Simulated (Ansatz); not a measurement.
## AlGePb: relaxing a made-up structure

This structure for AlGePb is made up. Its elements were placed in a known structure type with a cell scaled to their sizes. What cell does the guess relax to, and how far off was it?

Program: Ansatz 0.2.0. Level of theory: DFT, PBEsol, plane-wave PAW, files of the set soft_1, scalar-relativistic, no spin, cell and ions relaxed at zero pressure; PAW set soft_1, in the first sound run; inputs show where later runs differ. Results are calculated unless marked as measured.

### 1. Starting point

Symmetry: P-6m2, No. 187, hexagonal system. The conventional cell has a = 3.965 Å, b = 3.965 Å, c = 4.537 Å, α = 90.00°, β = 90.00°, γ = 120.00°. Pb has 6 Ge at 3.22 Å and 6 Al at 3.22 Å nearest. Ge has 3 Al at 2.29 Å and 6 Pb at 3.22 Å nearest. Nearest to Al lie 3 Ge at 2.29 Å and 6 Pb at 3.22 Å. Farther neighbours are not listed.

### 2. Relaxation of the guess

The guess takes its coordinates from another compound and its volume from a rule, so the cell and any free coordinates are relaxed together.

Input file input.yaml:

```yaml
crystal:
  lattice:
    - [3.965, 0.0, 0.0]
    - [-1.9825, 3.433790726, 0.0]
    - [0.0, 0.0, 4.537]
  atoms:
    - { symbol: Pb, position: [0.0, 0.0, 0.0] }
    - { symbol: Ge, position: [0.333333333, 0.666666667, 0.5] }
    - { symbol: Al, position: [0.666666667, 0.333333333, 0.5] }
kpoints:
  mp_grid: { grid: [8, 8, 6] }
scf:
  occupations: { method: fermi_dirac, width: 0.05 }
hamiltonian:
  xc: pbesol
  pseudopotentials: { kind: paw, azcp: { folder: soft_1 }, xc_functional: pbe }
relax:
  f_tol: 0.015
  max_steps: 70
  cell: {}
output:
  forces: true
  stress: true
```

Started as:

```
$ ansatz run input.yaml --threads 4 --pin off --max-ram 8192MiB --backend cpu --events-out ev --progress --plain --runs-dir out
```

Numbers of over 12 decimals in the logs are rounded to 6 here.

The log of the run:

```text
Engine: ansatz 0.2.0, x86_64-unknown-linux-gnu
Pseudopotentials: kind: paw
Pseudopotential: Pb, paw, valence charge 14, recommended cutoff 420 eV (normal), soft_1/Pb.paw.azcp
Pseudopotential: Ge, paw, valence charge 14, recommended cutoff 420 eV (normal), soft_1/Ge.paw.azcp
Pseudopotential: Al, paw, valence charge 3, recommended cutoff 420 eV (normal), soft_1/Al.paw.azcp
Functional definition: PBEsol
  exchange = pbesol_x
  correlation = pbesol_c
Crystal: 3 atoms, lattice volume = 61.771 Å³
Basis set: ecut = 420 eV, 1191 PW (Γ), exchange–correlation on 54×54×64 points (8 copies of the dense FFT grid, shifted against one another)
Bands: 20, of which v1, the nominal top of the filled ones, is band 16 counted from 1 (15 counted from 0)
Symmetry: 12 space group operations
Space group: P-6m2 (ITA 187), of the structure as read, at distance tolerance 4.0e-5 Å
k-points: 40 of 384 (time reversal used)
Non-local potential: Pb, projectors of the file, l = 0: 2, l = 1: 2, l = 2: 2, l = 3: 1
Non-local potential: Ge, projectors of the file, l = 0: 2, l = 1: 2, l = 2: 3, l = 3: 1
Non-local potential: Al, projectors of the file, l = 0: 2, l = 1: 2, l = 2: 1
PAW form: soft (Blöchl's): semilocal exchange-correlation on the pseudo side does not see the compensation charge
PAW frozen core: Pb, regenerated for the run's functional, and the local potential with it (the file was generated under x = pbe(κ = 0.804, μ = 0.219515), c = pbe(β = 0.066725))
PAW frozen core: Ge, regenerated for the run's functional, and the local potential with it (the file was generated under x = pbe(κ = 0.804, μ = 0.219515), c = pbe(β = 0.066725))
PAW frozen core: Al, regenerated for the run's functional, and the local potential with it (the file was generated under x = pbe(κ = 0.804, μ = 0.219515), c = pbe(β = 0.066725))
PAW one-centre angular grid: Pb, 590 points (default); XC on 64 Gauss nodes
PAW one-centre angular grid: Ge, 590 points (default); XC on 64 Gauss nodes
PAW one-centre angular grid: Al, 110 points (default); XC on 64 Gauss nodes
Initial density: superposition of atomic densities (chi_scale 0.1, normalization cell, long waves kept (reshape's long-wave potential 0.00 eV rms))
Initial wavefunctions: pseudopotential atomic-orbital guess
Functional: x = pbesol(κ = 0.804, μ = 0.123457), c = pbesol(β = 0.046)
SCF iter   1: F=—  HF=-16535.495385 eV  |F-HF|=—  |Δ(HF+E_count)|=         —  Δρ=4.80e-2  dr2=3.66e0  ethr=3.10e-3  ⟨swp⟩=6.8  Hψ=4383  notcnv=0
preconditioner: auto → Resta (q_TF=auto, 2.432 Å⁻¹)  ε∞=3.7  [insulator: Δε(μ)=0.139 eV  Ē_g=13.142 eV  σ=0.050 eV  W_gap=0.52  n_scr=20 (ndim 8)  ℏωp=21.7 eV  f_vac=0.000  D(μ)=0.90/eV (n_scr^D=2)  ε∞_Penn≈3.7]
SCF iter   2: F=—  HF=-16534.440493 eV  |F-HF|=—  |Δ(HF+E_count)|=    1.05e0  Δρ=2.21e-2  dr2=6.76e-1  ethr=3.10e-3  ⟨swp⟩=3.9  Hψ=1956  notcnv=0  defer=1
preconditioner: auto → Kerker (q_TF=auto, 2.432 Å⁻¹)  [metal: Δε(μ)=0.085 eV  Ē_g=18.390 eV  σ=0.050 eV  W_gap=0.36  n_scr=20 (ndim 8)  ℏωp=26.3 eV  f_vac=0.000  D(μ)=0.67/eV (n_scr^D=2)]
SCF iter   3: F=—  HF=-16534.197315 eV  |F-HF|=—  |Δ(HF+E_count)|=   2.43e-1  Δρ=5.66e-3  dr2=1.51e-2  ethr=2.18e-3  ⟨swp⟩=3.6  Hψ=1731  notcnv=0  defer=1
SCF iter   4: F=—  HF=-16534.186334 eV  |F-HF|=—  |Δ(HF+E_count)|=   1.10e-2  Δρ=2.28e-3  dr2=2.48e-3  ethr=4.88e-5  ⟨swp⟩=2.0  Hψ=1784  notcnv=0  defer=2
SCF iter   5: F=—  HF=-16534.186106 eV  |F-HF|=—  |Δ(HF+E_count)|=   2.28e-4  Δρ=8.07e-4  dr2=3.36e-4  ethr=8.01e-6  ⟨swp⟩=2.5  Hψ=1399  notcnv=0  defer=2
SCF iter   6: F=—  HF=-16534.186058 eV  |F-HF|=—  |Δ(HF+E_count)|=   4.74e-5  Δρ=1.06e-4  dr2=7.43e-6  ethr=1.08e-6  ⟨swp⟩=1.0  Hψ=799  notcnv=0  defer=2
SCF iter   7: F=—  HF=-16534.186045 eV  |F-HF|=—  |Δ(HF+E_count)|=   1.36e-5  Δρ=2.78e-5  dr2=5.86e-7  ethr=2.40e-8  ⟨swp⟩=2.2  Hψ=1389  notcnv=0  defer=2
SCF iter   8: F=-16534.186045 eV  HF=-16534.186045 eV  |F-HF|=9.30e-9  |Δ(HF+E_count)|=   1.72e-7  Δρ=6.85e-6  dr2=4.56e-8  ethr=3.23e-10  ⟨swp⟩=4.8  Hψ=2882  notcnv=0
SCF 1 converged in 8 iterations: F = -16534.186045 eV  dr2 = 4.56e-8
  greatest PAW one-centre occupation: 0.998 electrons in one spin orbital (limit 2), on the Ge atom at site 1 (counted from 0), in its partial waves of l = 2
relax step   1: F+E_penalty+E_count = -16534.18604472 eV  Δ(F+E_penalty+E_count) = +0.000e0 eV  max|allowed force component| = 9.021e-17 eV/Å  Δτ_max = 0.0000 Å  P = +14.491 GPa  Ω = 61.771 Å³  (8 SCF iters, dr2 threshold 1.00e-7 eV, accepted)
Crystal: 3 atoms, lattice volume = 70.946 Å³
Basis set: ecut = 420 eV, 1353 PW (Γ), exchange–correlation on 54×54×64 points (8 copies of the dense FFT grid, shifted against one another)
Initial density: handed on by an earlier stage of this run
Initial wavefunctions: those handed on with the density
iter 1 solved again at ethr=4.20e-4 eV; its pass at ethr=3.10e-3 eV (dr2=1.30e-1 eV) is discarded
SCF iter   1: F=—  HF=-16534.665697 eV  |F-HF|=—  |Δ(HF+E_count)|=         —  Δρ=7.63e-3  dr2=1.32e-1  ethr=4.20e-4  ⟨swp⟩=1.2  Hψ=5494  notcnv=0
preconditioner: auto → Kerker (q_TF=auto, 2.377 Å⁻¹)  [metal: Δε(μ)=0.058 eV  Ē_g=17.977 eV  σ=0.050 eV  W_gap=0.28  n_scr=20 (ndim 8)  ℏωp=24.5 eV  f_vac=0.000  D(μ)=1.41/eV (n_scr^D=8)]
SCF iter   2: F=—  HF=-16534.639582 eV  |F-HF|=—  |Δ(HF+E_count)|=   2.61e-2  Δρ=4.71e-3  dr2=5.12e-2  ethr=4.20e-4  ⟨swp⟩=2.0  Hψ=970  notcnv=0
SCF iter   3: F=—  HF=-16534.625206 eV  |F-HF|=—  |Δ(HF+E_count)|=   1.44e-2  Δρ=1.27e-3  dr2=2.19e-3  ethr=1.65e-4  ⟨swp⟩=2.9  Hψ=1449  notcnv=0
SCF iter   4: F=—  HF=-16534.624031 eV  |F-HF|=—  |Δ(HF+E_count)|=   1.17e-3  Δρ=5.16e-4  dr2=4.65e-4  ethr=7.07e-6  ⟨swp⟩=2.0  Hψ=1470  notcnv=0
SCF iter   5: F=—  HF=-16534.623922 eV  |F-HF|=—  |Δ(HF+E_count)|=   1.09e-4  Δρ=1.99e-4  dr2=6.71e-5  ethr=1.50e-6  ⟨swp⟩=2.3  Hψ=1370  notcnv=0
SCF iter   6: F=—  HF=-16534.623910 eV  |F-HF|=—  |Δ(HF+E_count)|=   1.25e-5  Δρ=5.35e-5  dr2=3.62e-6  ethr=2.16e-7  ⟨swp⟩=2.0  Hψ=1324  notcnv=0
SCF iter   7: F=—  HF=-16534.623909 eV  |F-HF|=—  |Δ(HF+E_count)|=   3.85e-7  Δρ=1.72e-5  dr2=3.84e-7  ethr=1.17e-8  ⟨swp⟩=2.0  Hψ=1375  notcnv=0
SCF iter   8: F=-16534.623909 eV  HF=-16534.623909 eV  |F-HF|=8.77e-10  |Δ(HF+E_count)|=   7.11e-8  Δρ=3.59e-6  dr2=1.04e-8  ethr=9.68e-10  ⟨swp⟩=4.1  Hψ=2552  notcnv=0
SCF 2 converged in 8 iterations: F = -16534.623909 eV  dr2 = 1.04e-8
relax step   2: F+E_penalty+E_count = -16534.62390911 eV  Δ(F+E_penalty+E_count) = -4.379e-1 eV  max|allowed force component| = 1.302e-16 eV/Å  Δτ_max = 0.0000 Å  P = +2.085 GPa  Ω = 70.946 Å³  energy of the carried Pulay correction = -1.733e-3 eV  (8 SCF iters, dr2 threshold 3.00e-7 eV, accepted)
Crystal: 3 atoms, lattice volume = 71.845 Å³
Basis set: ecut = 420 eV, 1413 PW (Γ), exchange–correlation on 54×54×64 points (8 copies of the dense FFT grid, shifted against one another)
iter 1 solved again at ethr=2.88e-5 eV; its pass at ethr=3.10e-3 eV (dr2=8.92e-3 eV) is discarded
SCF iter   1: F=—  HF=-16534.668927 eV  |F-HF|=—  |Δ(HF+E_count)|=         —  Δρ=2.25e-3  dr2=9.02e-3  ethr=2.88e-5  ⟨swp⟩=1.0  Hψ=5115  notcnv=0
preconditioner: auto → Resta (q_TF=auto, 2.372 Å⁻¹)  ε∞=2.8  [insulator: Δε(μ)=0.111 eV  Ē_g=17.941 eV  σ=0.050 eV  W_gap=0.51  n_scr=20 (ndim 8)  ℏωp=24.4 eV  f_vac=0.000  D(μ)=1.07/eV (n_scr^D=2)  ε∞_Penn≈2.8]
SCF iter   2: F=—  HF=-16534.666347 eV  |F-HF|=—  |Δ(HF+E_count)|=   2.58e-3  Δρ=9.72e-4  dr2=1.22e-3  ethr=2.88e-5  ⟨swp⟩=2.0  Hψ=901  notcnv=0
preconditioner: auto → Kerker (q_TF=auto, 2.372 Å⁻¹)  [metal: Δε(μ)=0.101 eV  Ē_g=13.544 eV  σ=0.050 eV  W_gap=0.47  n_scr=20 (ndim 8)  ℏωp=20.1 eV  f_vac=0.000  D(μ)=1.03/eV (n_scr^D=2)]
SCF iter   3: F=—  HF=-16534.665963 eV  |F-HF|=—  |Δ(HF+E_count)|=   3.85e-4  Δρ=2.54e-4  dr2=4.48e-5  ethr=3.95e-6  ⟨swp⟩=2.0  Hψ=1420  notcnv=0
SCF iter   4: F=—  HF=-16534.665949 eV  |F-HF|=—  |Δ(HF+E_count)|=   1.36e-5  Δρ=1.37e-4  dr2=1.87e-5  ethr=1.44e-7  ⟨swp⟩=2.0  Hψ=1382  notcnv=0
SCF iter   5: F=—  HF=-16534.665944 eV  |F-HF|=—  |Δ(HF+E_count)|=   4.84e-6  Δρ=3.65e-5  dr2=1.60e-6  ethr=6.03e-8  ⟨swp⟩=1.8  Hψ=885  notcnv=0
SCF iter   6: F=-16534.665944 eV  HF=-16534.665944 eV  |F-HF|=2.90e-8  |Δ(HF+E_count)|=   3.82e-7  Δρ=8.56e-6  dr2=8.35e-8  ethr=9.68e-10  ⟨swp⟩=5.0  Hψ=2991  notcnv=0
SCF 3 converged in 6 iterations: F = -16534.665944 eV  dr2 = 8.35e-8
relax step   3: F+E_penalty+E_count = -16534.66594368 eV  Δ(F+E_penalty+E_count) = -4.203e-2 eV  max|allowed force component| = 8.635e-17 eV/Å  Δτ_max = 0.0000 Å  P = +0.394 GPa  Ω = 71.845 Å³  energy of the carried Pulay correction = -1.907e-3 eV  (6 SCF iters, dr2 threshold 3.00e-7 eV, accepted)
[...]
relax step   4: F+E_penalty+E_count = -16534.67813649 eV  Δ(F+E_penalty+E_count) = -1.219e-2 eV  max|allowed force component| = 1.449e-16 eV/Å  Δτ_max = 0.0000 Å  P = -0.120 GPa  Ω = 71.621 Å³  energy of the carried Pulay correction = -1.883e-3 eV  (6 SCF iters, dr2 threshold 3.00e-7 eV, accepted)
[...]
relax step   5: F+E_penalty+E_count = -16534.68267232 eV  Δ(F+E_penalty+E_count) = -4.536e-3 eV  max|allowed force component| = 1.665e-16 eV/Å  Δτ_max = 0.0000 Å  P = +0.092 GPa  Ω = 70.593 Å³  energy of the carried Pulay correction = -1.718e-3 eV  (6 SCF iters, dr2 threshold 3.00e-7 eV, accepted)
[...]
relax step   6: F+E_penalty+E_count = -16534.68276331 eV  Δ(F+E_penalty+E_count) = -9.099e-5 eV  max|allowed force component| = 1.357e-16 eV/Å  Δτ_max = 0.0000 Å  P = +0.006 GPa  Ω = 70.822 Å³  energy of the carried Pulay correction = -1.756e-3 eV  (4 SCF iters, dr2 threshold 8.37e-8 eV, accepted)
[...]
relax step   7: F+E_penalty+E_count = -16534.68575720 eV  Δ(F+E_penalty+E_count) = -2.994e-3 eV  max|allowed force component| = 1.172e-16 eV/Å  Δτ_max = 0.0000 Å  P = +0.046 GPa  Ω = 70.822 Å³  stress off target by 8.73e-2 GPa  SCF on the basis re-selected at this cell (its energy is not comparable with the rows above)  (7 SCF iters)
[...]
relax step   8: F+E_penalty+E_count = -16534.68579031 eV  Δ(F+E_penalty+E_count) = -3.311e-5 eV  max|allowed force component| = 1.002e-16 eV/Å  Δτ_max = 0.0000 Å  P = -0.040 GPa  Ω = 70.860 Å³  energy of the carried Pulay correction = -6.476e-6 eV  (5 SCF iters, dr2 threshold 1.90e-8 eV, accepted)
[...]
relax step   9: F+E_penalty+E_count = -16534.68580379 eV  Δ(F+E_penalty+E_count) = -1.348e-5 eV  max|allowed force component| = 1.958e-16 eV/Å  Δτ_max = 0.0000 Å  P = +0.000 GPa  Ω = 70.822 Å³  energy of the carried Pulay correction = -5.520e-7 eV  (5 SCF iters, dr2 threshold 6.94e-9 eV, accepted)
iter 1 solved again at ethr=1.18e-7 eV; its pass at ethr=3.10e-3 eV (dr2=3.65e-5 eV) is discarded
SCF iter   1: F=—  HF=-16534.685798 eV  |F-HF|=—  |Δ(HF+E_count)|=         —  Δρ=2.43e-6  dr2=2.05e-9  ethr=1.18e-7  ⟨swp⟩=3.1  Hψ=6468  notcnv=0
eigensolver tolerance schedule: the retry pair's looser diagonalisation over-reported the residual by 17785.22 of it (diagonalisation noise at 2.08 of the residual, at the tolerance the schedule requests for it); recorded, not acted on — ethr = c·dr2/N_el stays at c = 1.0e-1
preconditioner: auto → Kerker (q_TF=auto, 2.377 Å⁻¹)  [metal: Δε(μ)=0.063 eV  Ē_g=18.007 eV  σ=0.050 eV  W_gap=0.29  n_scr=20 (ndim 8)  ℏωp=24.6 eV  f_vac=0.000  D(μ)=1.41/eV (n_scr^D=8)]
SCF iter   2: F=—  HF=-16534.685800 eV  |F-HF|=—  |Δ(HF+E_count)|=   1.72e-6  Δρ=1.27e-6  dr2=7.74e-10  ethr=6.61e-12  ⟨swp⟩=3.4  Hψ=1985  notcnv=0
SCF iter   3: F=—  HF=-16534.685800 eV  |F-HF|=—  |Δ(HF+E_count)|=  1.38e-10  Δρ=5.20e-7  dr2=2.40e-10  ethr=2.50e-12  ⟨swp⟩=2.0  Hψ=1000  notcnv=0
SCF iter   4: F=—  HF=-16534.685800 eV  |F-HF|=—  |Δ(HF+E_count)|=  2.91e-11  Δρ=1.86e-7  dr2=5.97e-11  ethr=1.00e-12  ⟨swp⟩=2.1  Hψ=1256  notcnv=0
SCF iter   5: F=-16534.685800 eV  HF=-16534.685800 eV  |F-HF|=3.64e-12  |Δ(HF+E_count)|=  1.82e-11  Δρ=1.09e-7  dr2=1.15e-11  ethr=1.00e-12  ⟨swp⟩=5.6  Hψ=3187  notcnv=0
SCF 10 converged in 5 iterations: F = -16534.685800 eV  dr2 = 1.15e-11
relax step  10: F+E_penalty+E_count = -16534.68579961 eV  Δ(F+E_penalty+E_count) = +4.178e-6 eV  max|allowed force component| = 1.958e-16 eV/Å  Δτ_max = 0.0000 Å  P = +0.000 GPa  Ω = 70.822 Å³  stress off target by 2.53e-4 GPa  SCF on the basis re-selected at this cell (its energy is not comparable with the rows above)  (5 SCF iters)
basis re-selected at this cell: Δ(F+E_penalty+E_count) = +4.178e-6 eV, ΔP = +0.000 GPa vs the last step (what re-selecting the basis moved, of the pressure what is left beyond the Pulay correction that the steps carried, after the strain that the cell walked since its last selection, with what the two solves' SCF thresholds leave and, on support functions, any second-order correction that the steps lacked; it is no m [...]
SCF converged after 5 iterations
Free energy (F): -16534.685800 eV
Harris-Foulkes:  -16534.685800 eV  (|F-HF|=3.64e-12)
Internal energy: -16534.674424 eV  (E = F + TS)
E sigma→0 (E₀):  -16534.680112 eV
Entropy (-TS):   -0.011376 eV (-3.792 meV/atom)
Fermi energy:    9.294218 eV
--- Per-component energies (eV) ---
  E_band       = -184.559440
  E_kinetic    = 407.383491
  E_local      = -3389.001764  (includes V_loc(G=0)·N_el)
  E_nonlocal   = 535.648786
  E_hartree    = 1527.741905
  E_xc         = -312.618466
  E_vxc        = -232.410006  (∫ρ·V_xc dr)
  E_paw        = -12669.824459  (= ΣΔE_a)
  E_vpaw       = -561.663679  (= ΣTr[D̂ρ^β])
  E_aug_tail   = -0.000002  (compensation charges beyond the density's cutoff)
  E_ewald      = -2635.003162
  E_core_change = 0.999247  (= ΣΔE_core)
  E_smearing   = -0.011376  (= −TS)
  E_closure    = -0.000000  (closes the sum)
  Σ components = -16534.685800   (vs F -16534.685800, Δ=0.00e0)
--- Forces (eV/Å), atoms counted from 1 ---
  atom   1  Pb    -0.00000000     0.00000000     0.00000000
  atom   2  Ge    -0.00000000    -0.00000000     0.00000000
  atom   3  Al    -0.00000000     0.00000000     0.00000000
  max |Σ_I F_I| component: 4.63e-17 eV/Å
--- Stress (GPa, compression-positive) ---
        0.000181      -0.000000       0.000000
        0.000000       0.000181       0.000000
        0.000000       0.000000       0.000253
  P = ⅓ Tr σ = 0.0002 GPa (0.002 kbar)
--- Relaxed structure (8 steps of the walk, 8 accepted, 2 SCFs on fresh bases) ---
  F+E_penalty+E_count = -16534.68579961 eV   max|allowed force component| = 1.958e-16 eV/Å   (the final SCF, on the basis selected at the relaxed cell)
  cell:  # Å, volume = 70.8222 Å³
    - [4.289688, 0, 0.0]
    - [-2.144844, 3.714979, 0.0]
    - [0.0, 0.0, 4.444135]
  atoms:
    - { symbol: Pb, position: [0, 0, 0.0] }
    - { symbol: Ge, position: [0.333333, 0.666667, 0.5] }
    - { symbol: Al, position: [0.666667, 0.333333, 0.5] }
```

Run time: 23 s. Hardware: 4 threads of Intel Xeon Platinum 8259CL at 2.50GHz (Skylake/Cascade Lake), shared host; peak memory 0.5 GiB; 85 s of CPU time.

Step by step:

| step | energy less that of the first step (eV) | largest force component (eV/Å) | pressure (GPa) | volume (Å³) |
| --- | --- | --- | --- | --- |
| 1 | 0.0000 | 0.0000 | 14.49 | 61.77 |
| 2 | -0.4379 | 0.0000 | 2.08 | 70.95 |
| 3 | -0.4799 | 0.0000 | 0.39 | 71.85 |
| 4 | -0.4921 | 0.0000 | -0.12 | 71.62 |
| 5 | -0.4966 | 0.0000 | 0.09 | 70.59 |
| 6 | -0.4967 | 0.0000 | 0.01 | 70.82 |
| 7* | -0.4997 | 0.0000 | 0.05 | 70.82 |
| 8 | -0.4997 | 0.0000 | -0.04 | 70.86 |
| 9 | -0.4998 | 0.0000 | 0.00 | 70.82 |
| 10* | -0.4998 | 0.0000 | 0.00 | 70.82 |

Relaxation steps marked * repeat the geometry before them on a plane-wave basis chosen anew for their cell, so energy and pressure can jump there.

Forces are held to the 12 operations that the run works with; a distortion that breaks them can't arise in this run.

| conventional cell, symmetrised | before | after | change |
| --- | --- | --- | --- |
| a (Å) | 3.965 | 4.290 | +8.2 % |
| b (Å) | 3.965 | 4.290 | +8.2 % |
| c (Å) | 4.537 | 4.444 | -2.0 % |
| volume (Å³/atom) | 20.59 | 23.61 | +14.7 % |

The relaxed structure:

```cif
data_structure
_symmetry_space_group_name_H-M 'P 1'
_symmetry_Int_Tables_number 1
_cell_length_a 4.2897
_cell_length_b 4.2897
_cell_length_c 4.4441
_cell_angle_alpha 90.000
_cell_angle_beta 90.000
_cell_angle_gamma 120.000
_cell_volume 70.82
loop_
_atom_site_label
_atom_site_type_symbol
_atom_site_fract_x
_atom_site_fract_y
_atom_site_fract_z
_atom_site_occupancy
Pb1 Pb 0.00000 0.00000 0.00000 1
Ge2 Ge 0.33333 0.66667 0.50000 1
Al3 Al 0.66667 0.33333 0.50000 1
```

This step gave:

- free energy: -16534.6858 eV
- energy at zero smearing: -16534.6801 eV
- smearing term TS: 0.01138 eV
- Fermi energy: 9.294 eV
- electrons: 31
- symmetry operations: 12
- pressure: 2.05e-4 GPa

The shortest distance of each pair, which need not be the same contact before and after:

| pair | guess (Å) | relaxed (Å) |
| --- | --- | --- |
| Al–Ge | 2.289 | 2.477 |
| Ge–Pb | 3.223 | 3.327 |
| Al–Pb | 3.223 | 3.327 |
| Pb–Pb | 3.965 | 4.290 |
| Ge–Ge | 3.965 | 4.290 |

The relaxation ends with a pressure of 0.00 GPa.

(Part 1 of 2 ends here.)

[Logs are printed without paths, hosts, clocks, repeated set-up lines and the standing remarks that a program may print on its own settings, such as how far it seeks lower states.]

[Hosts, paths, dates, database ids (printed as entryN), source tags and the programs' standing remarks are cut or masked in the printed files.]
